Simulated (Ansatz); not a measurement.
Planning a run of Ansatz 0.2.0 on InGa2Sb2As (zincblende [001] superlattice). The input:

```yaml
crystal:
  lattice:
    - [4.2834150196, 0.0, 0.0]
    - [0.0, 4.2681285361, 0.0]
    - [0.0, 0.0, 18.1007615416]
  atoms:
    - { symbol: In, position: [0.0, 0.0, 0.0475887785] }
    - { symbol: As, position: [0.5, 0.0, 0.1300715094] }
    - { symbol: In, position: [0.5, 0.5, 0.2134118397] }
    - { symbol: As, position: [0.0, 0.5, 0.2966593053] }
    - { symbol: Ga, position: [0.0, 0.0, 0.3684557018] }
    - { symbol: Sb, position: [0.5, 0.0, 0.4515433353] }
    - { symbol: Ga, position: [0.5, 0.5, 0.5350221727] }
    - { symbol: Sb, position: [0.0, 0.5, 0.6182564327] }
    - { symbol: Ga, position: [0.0, 0.0, 0.7019893134] }
    - { symbol: Sb, position: [0.5, 0.0, 0.785117112] }
    - { symbol: Ga, position: [0.5, 0.5, 0.8690655125] }
    - { symbol: Sb, position: [0.0, 0.5, 0.9514765528] }
kpoints:
  mp_grid: { grid: [4, 4, 2] }
hamiltonian:
  xc: hse06
  pseudopotentials: { kind: paw, azcp: { folder: soft_1 } }
scf:
  occupations: { method: fermi_dirac, width: 0.03 }
  n_extra_bands: 8
output:
  eigenvalues: true
```

```sh
ansatz run input.yaml --threads 3 --pin off --max-ram 92160MiB --backend cuda --events-out ev --progress --plain --runs-dir out --devices 1 --max-vram 13GiB
```

Question: Estimate wall time and host memory on 1 × NVIDIA H100 80GB HBM3 (shared by 6 runs) with 3 threads of AMD EPYC 7R13 (Zen 3), shared host.

It took 63 s; on shared hardware allow 32 s to 2.1 min. Peak host memory was 2.3 GiB. The sizes that set the cost: 6433 plane waves a state, 18 irreducible k points and 36 SCF cycles.

Exact exchange couples every pair of k points and filled bands, so it costs far more than a semilocal run.

[Paths, hosts, dates, memory and timing lines, banners, echoed tables and standing remarks are left out of the program output.]

[Logs are printed without paths, hosts, clocks, repeated set-up lines and the standing remarks that a program may print on its own settings, such as how far it seeks lower states.]

[Runs of the session that timed out or met a known fault of the program may be left out.]

[Cells called generated may have been cut or substituted from an entry of the Crystallography Open Database or the Materials Project.]

[Hosts, paths, dates, database ids (printed as entryN), source tags and the programs' standing remarks are cut or masked in the printed files.]
